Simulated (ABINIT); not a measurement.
An input for ABINIT 10.8.3 (K2Pt (Fm-3m)):

```
acell 3*1.0 Angstrom
rprim 
  -0.000000000000 3.781463140000 3.781463140000
  3.781463140000 -0.000000000000 3.781463140000
  3.781463140000 3.781463140000 -0.000000000000
ntypat 2
znucl 19 78
natom 3
typat 1 1 2
xred 
  0.750000000000 0.750000000000 0.750000000000
  0.250000000000 0.250000000000 0.250000000000
  0.000000000000 0.000000000000 0.000000000000
pp_dirpath "pseudos"
pseudos "K.upf, Pt.upf"
ecut 34
ngkpt 6 6 6
nshiftk 1
shiftk 0 0 0
kptopt 1
chksymbreak 0
nband 23
occopt 1
tolvrs 1e-10
nstep 60
prtwf 0
optforces 0
optstress 0
indata_prefix "in"
outdata_prefix "out"
tmpdata_prefix "tmp"
```

```sh
OMP_NUM_THREADS=1 mpirun -n 4 abinit run.abi > log
```

Question: Estimate wall time and host memory on 4 MPI ranks of Arm Neoverse V2, shared host.

It took 30 s; on shared hardware allow 15 s to 61 s. Peak host memory was 0.41 GiB.

[Paths, hosts, dates, memory and timing lines, banners, echoed tables and standing remarks are left out of the program output.]

[Logs are printed without paths, hosts, clocks, repeated set-up lines and the standing remarks that a program may print on its own settings, such as how far it seeks lower states.]

[Runs of the session that timed out or met a known fault of the program may be left out.]

[Hosts, paths, dates, database ids (printed as entryN), source tags and the programs' standing remarks are cut or masked in the printed files.]

[G0W0 gaps are taken among the corrected bands and points alone; a level outside them can change the order at an edge.]

[Where Ansatz stands beside ABINIT at settings called matched, ABINIT's density can come from a denser mesh and the files from another edition; pairs whose starting gaps differed by over 0.03 eV were left out, so agreement reads better than it is.]
